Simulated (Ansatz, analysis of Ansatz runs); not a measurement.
## V_K centre (self-trapped hole) in LiF: local vibrational mode against experiment

How near does this set-up come to the measured local vibrational mode? Subject: V_K centre (self-trapped hole) in LiF. Set-up: PBE, 64-site cell, PBE lattice, 520 eV, k: the single point 1/4 1/4 1/4. The model is a cell of 64 host atoms. The frequencies come from force constants among the defect atom and its neighbours, with the masses of the isotopes named. This set-up takes another basis size than the usual one.

Measured beforehand: Stretch of the F2- molecule: 437 cm⁻¹, by Raman (inelastic light scattering) (quoted in “Dependence of polaron migration barriers on the fraction of Fock exchange in hybrid functionals: A systematic study of Vk centers in alkali halides”, 2023, A. S. Tygesen, J. H. Chang, J. M. García-Lastra, quoting earlier work (1978)). The runs below try to reproduce this.

Calculated with Ansatz 0.2.0; plane-wave PAW DFT, PBE; relaxation of all atoms of a defect supercell.

### Step 1. Set-up

The cell holds 64 atoms: 32 Li and 32 F. Its edges and angles: a = 8.136 Å, b = 8.136 Å, c = 8.136 Å, α = 90.0°, β = 90.0°, γ = 90.0°. It derives from LiF (space group Fm-3m). Nearest the centre at fractional (0.250, 0.375, 0.375): F8 at 0.99 Å, F31 at 0.99 Å, Li19 at 1.44 Å, Li12 at 1.44 Å, Li2 at 2.49 Å, Li34 at 2.49 Å, F21 at 2.49 Å, Li25 at 2.49 Å. The cell carries charge +1.

The host's primitive cell comes from a first run (plane-wave PAW DFT, PBE; relaxation of the host's cell and atoms): vectors of 2.877, 2.877 and 2.877 Å. That is 8.42 Å³ an atom, 3.0 % over the diffraction cell's volume. The supercell is built on it.

### Step 2. Relaxation, charge +1

Every later number rests on the structure around the defect, so the atoms are relaxed at the host's lattice first.

Contents of relax/input.yaml:

```yaml
relax:
  f_tol: 0.01
  max_steps: 80
  random_displacement: { amplitude: 0.02, seed: 903 }
crystal:
  lattice:
    - [8.13609281, 0.0, 0.0]
    - [0.0, 8.13609281, 0.0]
    - [0.0, 0.0, 8.13609281]
  atoms:
    - { symbol: Li, position: [0.0, 0.0, 0.0] }
    - { symbol: Li, position: [0.0, 0.25, 0.25] }
    - { symbol: Li, position: [0.25, 0.0, 0.25] }
    - { symbol: Li, position: [0.25, 0.25, 0.0] }
    - { symbol: F, position: [0.0, 0.0, 0.25] }
    - { symbol: F, position: [0.0, 0.25, 0.0] }
    - { symbol: F, position: [0.25, 0.0, 0.0] }
    - { symbol: F, position: [0.25, 0.289035936, 0.289035936] }
    - { symbol: Li, position: [0.0, 0.0, 0.5] }
    - { symbol: Li, position: [0.0, 0.25, 0.75] }
    - { symbol: Li, position: [0.25, 0.0, 0.75] }
    - { symbol: Li, position: [0.25, 0.25, 0.5] }
    - { symbol: F, position: [0.0, 0.0, 0.75] }
    - { symbol: F, position: [0.0, 0.25, 0.5] }
    - { symbol: F, position: [0.25, 0.0, 0.5] }
    - { symbol: F, position: [0.25, 0.25, 0.75] }
    - { symbol: Li, position: [0.0, 0.5, 0.0] }
    - { symbol: Li, position: [0.0, 0.75, 0.25] }
    - { symbol: Li, position: [0.25, 0.5, 0.25] }
    - { symbol: Li, position: [0.25, 0.75, 0.0] }
    - { symbol: F, position: [0.0, 0.5, 0.25] }
    - { symbol: F, position: [0.0, 0.75, 0.0] }
    - { symbol: F, position: [0.25, 0.5, 0.0] }
    - { symbol: F, position: [0.25, 0.75, 0.25] }
    - { symbol: Li, position: [0.0, 0.5, 0.5] }
    - { symbol: Li, position: [0.0, 0.75, 0.75] }
    - { symbol: Li, position: [0.25, 0.5, 0.75] }
    - { symbol: Li, position: [0.25, 0.75, 0.5] }
    - { symbol: F, position: [0.0, 0.5, 0.75] }
    - { symbol: F, position: [0.0, 0.75, 0.5] }
    - { symbol: F, position: [0.25, 0.460964064, 0.460964064] }
    - { symbol: F, position: [0.25, 0.75, 0.75] }
    - { symbol: Li, position: [0.5, 0.0, 0.0] }
    - { symbol: Li, position: [0.5, 0.25, 0.25] }
    - { symbol: Li, position: [0.75, 0.0, 0.25] }
    - { symbol: Li, position: [0.75, 0.25, 0.0] }
    - { symbol: F, position: [0.5, 0.0, 0.25] }
    - { symbol: F, position: [0.5, 0.25, 0.0] }
    - { symbol: F, position: [0.75, 0.0, 0.0] }
    - { symbol: F, position: [0.75, 0.25, 0.25] }
    - { symbol: Li, position: [0.5, 0.0, 0.5] }
    - { symbol: Li, position: [0.5, 0.25, 0.75] }
    - { symbol: Li, position: [0.75, 0.0, 0.75] }
    - { symbol: Li, position: [0.75, 0.25, 0.5] }
    - { symbol: F, position: [0.5, 0.0, 0.75] }
    - { symbol: F, position: [0.5, 0.25, 0.5] }
    - { symbol: F, position: [0.75, 0.0, 0.5] }
    - { symbol: F, position: [0.75, 0.25, 0.75] }
    - { symbol: Li, position: [0.5, 0.5, 0.0] }
    - { symbol: Li, position: [0.5, 0.75, 0.25] }
    - { symbol: Li, position: [0.75, 0.5, 0.25] }
    - { symbol: Li, position: [0.75, 0.75, 0.0] }
    - { symbol: F, position: [0.5, 0.5, 0.25] }
    - { symbol: F, position: [0.5, 0.75, 0.0] }
    - { symbol: F, position: [0.75, 0.5, 0.0] }
    - { symbol: F, position: [0.75, 0.75, 0.25] }
    - { symbol: Li, position: [0.5, 0.5, 0.5] }
    - { symbol: Li, position: [0.5, 0.75, 0.75] }
    - { symbol: Li, position: [0.75, 0.5, 0.75] }
    - { symbol: Li, position: [0.75, 0.75, 0.5] }
    - { symbol: F, position: [0.5, 0.5, 0.75] }
    - { symbol: F, position: [0.5, 0.75, 0.5] }
    - { symbol: F, position: [0.75, 0.5, 0.5] }
    - { symbol: F, position: [0.75, 0.75, 0.75] }
total_charge: 1
basis:
  ecutwfc: 520
  xc_grid: 2
hamiltonian:
  xc: pbe
kpoints:
  mp_grid: { grid: [1, 1, 1], shift: [0.25, 0.25, 0.25] }
magnetization:
  spin_polarized: true
  initial_magnetization: 1
  spin_locking: { lock_magnetization: hard }
scf:
  occupations: { method: fermi_dirac, width: 0.01 }
  max_iter: 120
output:
  forces: true
checkpoint:
  write: "../relax.run"
  compress: false
  write_wavefunctions: true
  write_every: 100000
```

Launch:

```bash
ansatz run input.yaml --threads 2 --pin off --max-ram 3768MiB --backend cpu --events-out ev --progress --plain --runs-dir out
```

Numbers of over 12 decimals in the logs are rounded to 6 here.

Output:

```text
[... repeated set-up lines and file paths are left out, and long positions are rounded to six places ...]
Engine: ansatz 0.2.0, x86_64-unknown-linux-gnu
Pseudopotentials: kind: paw
Pseudopotential: Li, paw, valence charge 3, recommended cutoff 420 eV (normal), Li.paw.azcp
Pseudopotential: F, paw, valence charge 7, recommended cutoff 420 eV (normal), F.paw.azcp
Functional definition: PBE
  parameter kappa = 0.804
  parameter beta = 0.066725
  exchange = pbe_x(kappa = kappa, mu = beta*pi^2/3)
  correlation = pbe_c(beta = beta)
Crystal: 64 atoms, lattice volume = 538.577 Å³
Basis set: ecut = 520 eV, 14411 PW (Γ), exchange–correlation on 128×128×128 points (8 copies of the dense FFT grid, shifted against one another)
Bands: 224, of which v1, the nominal top of the filled ones, is band 160 counted from 1 (159 counted from 0)
Symmetry: 1 space group operations
k-points: 1
Non-local potential: Li, projectors of the file, l = 0: 3, l = 1: 2, l = 2: 1
Non-local potential: F, projectors of the file, l = 0: 2, l = 1: 2, l = 2: 1
PAW form: soft (Blöchl's): semilocal exchange-correlation on the pseudo side does not see the compensation charge
PAW one-centre angular grid: Li, 110 points (default); XC on 64 Gauss nodes
PAW one-centre angular grid: F, 110 points (default); XC on 64 Gauss nodes
Initial density: superposition of atomic densities (chi_scale 0.1, normalization cell, long waves kept (reshape's long-wave potential 0.11 eV rms))
Starting moments: Σ|m| = 1 μB on 64 of 64 sites
Initial wavefunctions: pseudopotential atomic-orbital guess
Functional: x = pbe(κ = 0.804, μ = 0.219515), c = pbe(β = 0.066725)
SCF iter   1: F=—  HF=-32516.872834 eV  |F-HF|=—  |Δ(HF+E_count)|=         —  Δρ=4.00e-2 (↑2.71e-2 ↓4.00e-2)  dr2=1.30e1  dr2_m=1.02e0  M=1.000 μB ∫|m|=1.040 μB  β_m=0.30  ethr=3.10e-3  ⟨swp⟩=6.0  Hψ=1934  notcnv=0  defer=51
preconditioner: auto → Resta (q_TF=auto, 2.500 Å⁻¹)  ε∞=2.8  [insulator: Δε(μ)=0.892 eV  Ē_g=19.097 eV  σ=0.010 eV  W_gap=1.00  n_scr=146 (ndim 8)  ℏωp=25.6 eV  f_vac=0.000  D(μ)=0.00/eV (n_scr^D=0)  ε∞_Penn≈2.8]
spin=Collinear: Resta preconditioning applied to the charge; magnetization (m = ρ↑ − ρ↓) channel mixes plain (no charge-response kernel on spin).
SCF iter   2: F=—  HF=-32516.630509 eV  |F-HF|=—  |Δ(HF+E_count)|=   2.42e-1  Δρ=2.70e-2 (↑2.09e-2 ↓2.70e-2)  dr2=7.05e0  dr2_m=1.58e-1  M=1.000 μB ∫|m|=1.037 μB  β_m=0.38  ethr=3.10e-3  ⟨swp⟩=2.0  Hψ=724  notcnv=0  defer=112
SCF iter   3: F=—  HF=-32517.034117 eV  |F-HF|=—  |Δ(HF+E_count)|=   4.04e-1  Δρ=2.73e-2 (↑1.47e-2 ↓2.73e-2)  dr2=5.54e0  dr2_m=6.56e-1  M=1.000 μB ∫|m|=1.072 μB  β_m=0.27  ethr=2.21e-3  ⟨swp⟩=2.0  Hψ=724  notcnv=0  defer=112
SCF iter   4: F=—  HF=-32516.738587 eV  |F-HF|=—  |Δ(HF+E_count)|=   2.96e-1  Δρ=1.21e-2 (↑7.35e-3 ↓1.21e-2)  dr2=1.53e0  dr2_m=8.24e-2  M=1.000 μB ∫|m|=1.050 μB  β_m=0.46  ethr=1.74e-3  ⟨swp⟩=2.0  Hψ=629  notcnv=0  defer=112
SCF iter   5: F=—  HF=-32516.784615 eV  |F-HF|=—  |Δ(HF+E_count)|=   4.60e-2  Δρ=9.55e-3 (↑2.48e-3 ↓9.55e-3)  dr2=4.97e-1  dr2_m=1.05e-1  M=1.000 μB ∫|m|=1.073 μB  β_m=0.46  ethr=4.78e-4  ⟨swp⟩=2.0  Hψ=532  notcnv=0  defer=112
SCF iter   6: F=—  HF=-32516.811245 eV  |F-HF|=—  |Δ(HF+E_count)|=   2.66e-2  Δρ=7.63e-3 (↑1.29e-3 ↓7.63e-3)  dr2=4.47e-1  dr2_m=6.70e-2  M=1.000 μB ∫|m|=1.066 μB  β_m=0.50  ethr=1.56e-4  ⟨swp⟩=2.0  Hψ=352  notcnv=0  defer=112
SCF iter   7: F=—  HF=-32516.824908 eV  |F-HF|=—  |Δ(HF+E_count)|=   1.37e-2  Δρ=2.14e-3 (↑9.96e-4 ↓2.14e-3)  dr2=2.83e-2  dr2_m=5.15e-3  M=1.000 μB ∫|m|=1.063 μB  β_m=0.46  ethr=1.40e-4  ⟨swp⟩=2.0  Hψ=442  notcnv=0  defer=112
SCF iter   8: F=—  HF=-32516.840372 eV  |F-HF|=—  |Δ(HF+E_count)|=   1.55e-2  Δρ=9.02e-3 (↑5.80e-4 ↓9.02e-3)  dr2=4.36e-1  dr2_m=1.06e-1  M=1.000 μB ∫|m|=1.078 μB  β_m=0.46  ethr=8.88e-6  ⟨swp⟩=3.0  Hψ=548  notcnv=0  defer=112
SCF iter   9: F=—  HF=-32516.842094 eV  |F-HF|=—  |Δ(HF+E_count)|=   1.72e-3  Δρ=7.99e-3 (↑3.23e-4 ↓7.99e-3)  dr2=3.62e-1  dr2_m=7.97e-2  M=1.000 μB ∫|m|=1.074 μB  β_m=0.73  ethr=8.88e-6  ⟨swp⟩=2.0  Hψ=442  notcnv=0  defer=112
SCF iter  10: F=—  HF=-32516.837894 eV  |F-HF|=—  |Δ(HF+E_count)|=   4.20e-3  Δρ=3.18e-3 (↑1.96e-4 ↓3.18e-3)  dr2=6.18e-2  dr2_m=1.25e-2  M=1.000 μB ∫|m|=1.060 μB  β_m=0.57  ethr=8.88e-6  ⟨swp⟩=2.0  Hψ=480  notcnv=0  defer=112
SCF iter  11: F=—  HF=-32516.837204 eV  |F-HF|=—  |Δ(HF+E_count)|=   6.90e-4  Δρ=1.66e-3 (↑1.26e-4 ↓1.66e-3)  dr2=1.71e-2  dr2_m=3.22e-3  M=1.000 μB ∫|m|=1.060 μB  β_m=0.48  ethr=8.88e-6  ⟨swp⟩=2.0  Hψ=428  notcnv=0  defer=112
SCF iter  12: F=—  HF=-32516.836965 eV  |F-HF|=—  |Δ(HF+E_count)|=   2.40e-4  Δρ=4.18e-4 (↑3.82e-5 ↓4.18e-4)  dr2=6.75e-4  dr2_m=2.20e-4  M=1.000 μB ∫|m|=1.061 μB  β_m=0.66  ethr=5.37e-6  ⟨swp⟩=1.0  Hψ=336  notcnv=0  defer=112
SCF iter  13: F=—  HF=-32516.838051 eV  |F-HF|=—  |Δ(HF+E_count)|=   1.09e-3  Δρ=4.59e-4 (↑7.14e-5 ↓4.59e-4)  dr2=1.21e-3  dr2_m=2.49e-4  M=1.000 μB ∫|m|=1.061 μB  β_m=0.66  ethr=2.12e-7  ⟨swp⟩=2.5  Hψ=590  notcnv=0  defer=112
SCF iter  14: F=—  HF=-32516.838020 eV  |F-HF|=—  |Δ(HF+E_count)|=   3.12e-5  Δρ=4.96e-4 (↑2.70e-5 ↓4.96e-4)  dr2=1.39e-3  dr2_m=3.07e-4  M=1.000 μB ∫|m|=1.061 μB  β_m=0.62  ethr=2.12e-7  ⟨swp⟩=2.0  Hψ=548  notcnv=0  defer=112
SCF iter  15: F=—  HF=-32516.838000 eV  |F-HF|=—  |Δ(HF+E_count)|=   2.02e-5  Δρ=8.23e-5 (↑1.06e-5 ↓8.23e-5)  dr2=3.55e-5  dr2_m=8.51e-6  M=1.000 μB ∫|m|=1.061 μB  β_m=0.64  ethr=2.12e-7  ⟨swp⟩=1.0  Hψ=336  notcnv=0  defer=112
SCF iter  16: F=—  HF=-32516.837999 eV  |F-HF|=—  |Δ(HF+E_count)|=   7.81e-7  Δρ=1.51e-5 (↑5.73e-6 ↓1.51e-5)  dr2=1.57e-6  dr2_m=1.93e-7  M=1.000 μB ∫|m|=1.061 μB  β_m=0.59  ethr=7.84e-10  ⟨swp⟩=2.0  Hψ=1026  notcnv=0
SCF iter  17: F=—  HF=-32516.837999 eV  |F-HF|=—  |Δ(HF+E_count)|=   5.78e-8  Δρ=1.79e-5 (↑3.25e-6 ↓1.79e-5)  dr2=2.14e-6  dr2_m=3.55e-7  M=1.000 μB ∫|m|=1.061 μB  β_m=0.46  ethr=4.92e-10  ⟨swp⟩=3.0  Hψ=910  notcnv=0
SCF iter  18: F=—  HF=-32516.837999 eV  |F-HF|=—  |Δ(HF+E_count)|=   8.62e-8  Δρ=1.01e-5 (↑1.34e-6 ↓1.01e-5)  dr2=6.49e-7  dr2_m=1.20e-7  M=1.000 μB ∫|m|=1.061 μB  β_m=0.41  ethr=4.92e-10  ⟨swp⟩=2.0  Hψ=712  notcnv=0
SCF iter  19: F=—  HF=-32516.837999 eV  |F-HF|=—  |Δ(HF+E_count)|=   4.91e-9  Δρ=5.02e-6 (↑7.34e-7 ↓5.02e-6)  dr2=1.52e-7  dr2_m=2.97e-8  M=1.000 μB ∫|m|=1.061 μB  β_m=0.37  ethr=2.03e-10  ⟨swp⟩=2.0  Hψ=709  notcnv=0
SCF iter  20: F=—  HF=-32516.837999 eV  |F-HF|=—  |Δ(HF+E_count)|=   3.34e-9  Δρ=4.27e-6 (↑4.56e-7 ↓4.27e-6)  dr2=1.08e-7  dr2_m=2.25e-8  M=1.000 μB ∫|m|=1.061 μB  β_m=0.34  ethr=4.76e-11  ⟨swp⟩=2.0  Hψ=765  notcnv=0
SCF iter  21: F=-32516.837999 eV  HF=-32516.837999 eV  |F-HF|=2.00e-8  |Δ(HF+E_count)|=  3.67e-10  Δρ=2.08e-6 (↑2.78e-7 ↓2.08e-6)  dr2=2.55e-8  dr2_m=5.24e-9  M=1.000 μB ∫|m|=1.061 μB  ethr=3.37e-11  ⟨swp⟩=2.0  Hψ=458  notcnv=0
SCF 1 converged in 21 iterations: F = -32516.837999 eV  dr2 = 2.55e-8
  greatest PAW one-centre occupation: 1.000 electrons in one spin orbital (limit 2), on the Li atom at site 11 (counted from 0), in its partial waves of l = 0
relax step   1: F+E_penalty+E_count = -32516.83799902 eV  Δ(F+E_penalty+E_count) = +0.000e0 eV  max|allowed force component| = 2.615e0 eV/Å  Δτ_max = 0.0000 Å  (21 SCF iters, dr2 threshold 2.50e-6 eV, accepted)
[... the SCF cycles and remarks between the steps are left out from here to the last step ...]
relax step   2: F+E_penalty+E_count = -32517.59253986 eV  Δ(F+E_penalty+E_count) = -7.545e-1 eV  max|allowed force component| = 1.549e0 eV/Å  Δτ_max = 0.1033 Å  (11 SCF iters, dr2 threshold 1.00e-4 eV, accepted)
relax step   3: F+E_penalty+E_count = -32518.17264543 eV  Δ(F+E_penalty+E_count) = -5.801e-1 eV  max|allowed force component| = 6.646e-1 eV/Å  Δτ_max = 0.2000 Å  (17 SCF iters, dr2 threshold 1.00e-4 eV, accepted)
relax step   4: F+E_penalty+E_count = -32518.32232905 eV  Δ(F+E_penalty+E_count) = -1.497e-1 eV  max|allowed force component| = 1.768e-2 eV/Å  Δτ_max = 0.1587 Å  (9 SCF iters, dr2 threshold 8.13e-5 eV, accepted)
relax step   5: F+E_penalty+E_count = -32518.32235617 eV  Δ(F+E_penalty+E_count) = -2.712e-5 eV  max|allowed force component| = 1.774e-2 eV/Å  Δτ_max = 0.0000 Å  (7 SCF iters, accepted)
SCF iter   1: F=—  HF=-32518.321683 eV  |F-HF|=—  |Δ(HF+E_count)|=         —  Δρ=4.11e-4 (↑2.31e-4 ↓4.11e-4)  dr2=1.41e-3  dr2_m=1.19e-4  M=1.000 μB ∫|m|=1.059 μB  β_m=0.30  ethr=2.03e-6  ⟨swp⟩=5.0  Hψ=1114  notcnv=0  defer=112
SCF iter   2: F=—  HF=-32518.321671 eV  |F-HF|=—  |Δ(HF+E_count)|=   1.19e-5  Δρ=2.29e-4 (↑1.77e-4 ↓2.29e-4)  dr2=4.79e-4  dr2_m=1.34e-5  M=1.000 μB ∫|m|=1.059 μB  β_m=0.34  ethr=4.42e-7  ⟨swp⟩=1.0  Hψ=516  notcnv=0  defer=112
SCF iter   3: F=—  HF=-32518.321702 eV  |F-HF|=—  |Δ(HF+E_count)|=   3.10e-5  Δρ=1.71e-4 (↑1.17e-4 ↓1.71e-4)  dr2=2.67e-4  dr2_m=1.53e-5  M=1.000 μB ∫|m|=1.059 μB  β_m=0.42  ethr=1.50e-7  ⟨swp⟩=1.5  Hψ=432  notcnv=0  defer=112
SCF iter   4: F=—  HF=-32518.321771 eV  |F-HF|=—  |Δ(HF+E_count)|=   6.87e-5  Δρ=6.81e-5 (↑3.52e-5 ↓6.81e-5)  dr2=4.20e-5  dr2_m=2.89e-6  M=1.000 μB ∫|m|=1.059 μB  β_m=0.39  ethr=8.37e-8  ⟨swp⟩=2.5  Hψ=590  notcnv=0  defer=112
SCF iter   5: F=—  HF=-32518.322800 eV  |F-HF|=—  |Δ(HF+E_count)|=   1.03e-3  Δρ=2.83e-5 (↑1.30e-5 ↓2.83e-5)  dr2=5.64e-6  dr2_m=9.29e-7  M=1.000 μB ∫|m|=1.059 μB  β_m=0.41  ethr=1.32e-8  ⟨swp⟩=2.5  Hψ=529  notcnv=0  defer=112
SCF iter   6: F=—  HF=-32518.322800 eV  |F-HF|=—  |Δ(HF+E_count)|=   2.34e-7  Δρ=2.04e-5 (↑9.50e-6 ↓2.04e-5)  dr2=2.88e-6  dr2_m=4.56e-7  M=1.000 μB ∫|m|=1.059 μB  β_m=0.42  ethr=1.77e-9  ⟨swp⟩=2.0  Hψ=385  notcnv=0  defer=112
SCF iter   7: F=—  HF=-32518.322801 eV  |F-HF|=—  |Δ(HF+E_count)|=   2.89e-7  Δρ=8.62e-6 (↑4.87e-6 ↓8.62e-6)  dr2=4.55e-7  dr2_m=7.47e-8  M=1.000 μB ∫|m|=1.059 μB  β_m=0.43  ethr=9.03e-10  ⟨swp⟩=1.5  Hψ=432  notcnv=0  defer=112
SCF iter   8: F=-32518.322801 eV  HF=-32518.322801 eV  |F-HF|=3.02e-8  |Δ(HF+E_count)|=   2.14e-7  Δρ=2.42e-6 (↑1.58e-6 ↓2.42e-6)  dr2=3.77e-8  dr2_m=4.77e-9  M=1.000 μB ∫|m|=1.059 μB  ethr=3.13e-11  ⟨swp⟩=2.0  Hψ=1237  notcnv=0
SCF 6 converged in 8 iterations: F = -32518.322801 eV  dr2 = 3.77e-8
relax step   6: F+E_penalty+E_count = -32518.32280102 eV  Δ(F+E_penalty+E_count) = -4.449e-4 eV  max|allowed force component| = 1.847e-3 eV/Å  Δτ_max = 0.0085 Å  (8 SCF iters, accepted)
NSCF: frozen V_eff on 1 k-points
the band table was solved once a step of the walk had ended and its energy, with any forces and stress, was formed, with the checks that follow a solve (1969 applications of the Hamiltonian). They found nothing against the state; [...]
SCF converged after 8 iterations
Stability checked in part: among states of this total moment the steps that led to this state did not find it unstable. No probe was made; neither looks for a lower state of another moment (fixed_total_moment; see scf.lower_state_search)
Magnetization: 1.0000 μB (160.0000 up, 159.0000 down)
Absolute magnetization: 1.0598 μB (∫|ρ↑−ρ↓|, with the PAW one-centre terms)
Spin contamination: 0.0002 ħ² per cell (⟨S²⟩ above its minimum at these occupations)
Per-site moments (μB) at R_I (Å): [(-0.000103648, 0.838886), (-0.000102809, 0.838901), (-0.000102787, 0.838981), [... 61 left out ...]
Free energy (F): -32518.322801 eV
Harris-Foulkes:  -32518.322801 eV  (|F-HF|=3.02e-8)
Internal energy: -32518.308401 eV  (E = F + TS)
E sigma→0 (E₀):  -32518.315601 eV
Entropy (-TS):   -0.014400 eV (-0.225 meV/atom)
Fermi energy:    0.684206 (↑ 5.336548, ↓ 0.684206) eV
--- Per-component energies (eV) ---
  E_band       = -3848.276768
  E_kinetic    = 7343.976605
  E_local      = -20761.657290  (includes V_loc(G=0)·N_el)
  E_nonlocal   = 1295.058475
  E_hartree    = 7275.079162
  E_xc         = -2923.414488
  E_vxc        = -3749.274643  (∫ρ·V_xc dr)
  E_paw        = -7094.720216  (= ΣΔE_a)
  E_vpaw       = -2526.554924  (= ΣTr[D̂ρ^β])
  E_aug_tail   = 0.016409  (compensation charges beyond the density's cutoff)
  E_ewald      = -17652.647060
  E_smearing   = -0.014400  (= −TS)
  E_closure    = -0.000000  (closes the sum)
  E_deformation_potential = 15.105629  (in the stress; not in F)
  Σ components = -32518.322801   (vs F -32518.322801, Δ=0.00e0)
--- Forces (eV/Å), atoms counted from 1 ---
  atom   1  Li    -0.00103395    -0.00024080    -0.00010863
  atom   2  Li     0.00089539     0.00013275    -0.00057130
  [... 5 atoms left out ...]
  atom   8  F      0.00037352    -0.00054046    -0.00026566
  [... 3 atoms left out ...]
  atom  12  Li     0.00035902     0.00015013     0.00043171
  [... 1 atom left out ...]
  atom  14  F     -0.00028615    -0.00012064     0.00022754
  [... 4 atoms left out ...]
  atom  19  Li     0.00010423     0.00069833     0.00008535
  [... 1 atom left out ...]
  atom  21  F     -0.00036620     0.00021551    -0.00004083
  [... 3 atoms left out ...]
  atom  25  Li     0.00171559     0.00017782    -0.00046600
  [... 5 atoms left out ...]
  atom  31  F     -0.00074612     0.00020530     0.00046116
  [... 21 atoms left out ...]
  atom  53  F      0.00044850     0.00031991    -0.00035904
  [... 3 atoms left out ...]
  atom  57  Li    -0.00184681     0.00010093    -0.00017068
  [... 7 atoms left out ...]
  max |Σ_I F_I| component: 1.27e-5 eV/Å
--- Band table (eV) ---
  k-point 0 ↑: bands = ["-40.1421", "-40.1254", "-40.1253", "-40.1251", [... 216 left out ...] "18.3487", "18.3487", "18.3487", "18.6761"]
  k-point 0 ↓: bands = ["-40.1426", "-40.1259", "-40.1259", "-40.1256", [... 216 left out ...] "18.3532", "18.3533", "18.3533", "18.6829"]
--- Relaxed structure (6 steps of the walk, 6 accepted, 0 SCFs on fresh bases) ---
  F+E_penalty+E_count = -32518.32280102 eV   max|allowed force component| = 1.847e-3 eV/Å
  atoms:
    - { symbol: Li, position: [-0.000123, -2.1793444195094118e-5, 0.000249] }
    - { symbol: Li, position: [-0.000209, 0.249953, 0.250264] }
    [... 5 atoms left out ...]
    - { symbol: F, position: [0.249831, 0.249966, 0.250253] }
    [... 3 atoms left out ...]
    - { symbol: Li, position: [0.249828, 0.249971, 0.500216] }
    [... 1 atom left out ...]
    - { symbol: F, position: [-0.000161, 0.249963, 0.500242] }
    [... 4 atoms left out ...]
    - { symbol: Li, position: [0.249835, 0.499915, 0.250260] }
    [... 1 atom left out ...]
    - { symbol: F, position: [-0.000161, 0.499952, 0.250251] }
    [... 3 atoms left out ...]
    - { symbol: Li, position: [-0.000233, 0.499953, 0.500259] }
    [... 5 atoms left out ...]
    - { symbol: F, position: [0.249862, 0.499948, 0.500237] }
    [... 21 atoms left out ...]
    - { symbol: F, position: [0.499846, 0.499950, 0.250254] }
    [... 3 atoms left out ...]
    - { symbol: Li, position: [0.499931, 0.499966, 0.500259] }
    [... 7 atoms left out ...]
```

It took 2.1 min on 2 threads of Intel Xeon Platinum 8488C (Sapphire Rapids), shared host; peak memory 2 GiB.

(Part 1 of 2 ends here.)

[Logs are printed without paths, hosts, clocks, repeated set-up lines and the standing remarks that a program may print on its own settings, such as how far it seeks lower states.]

[Hosts, paths, dates, database ids (printed as entryN), source tags and the programs' standing remarks are cut or masked in the printed files.]

[For some hosts the program warned that the k-mesh of the response run may be too coarse for force constants and the static dielectric constant; such warnings are not shown here.]
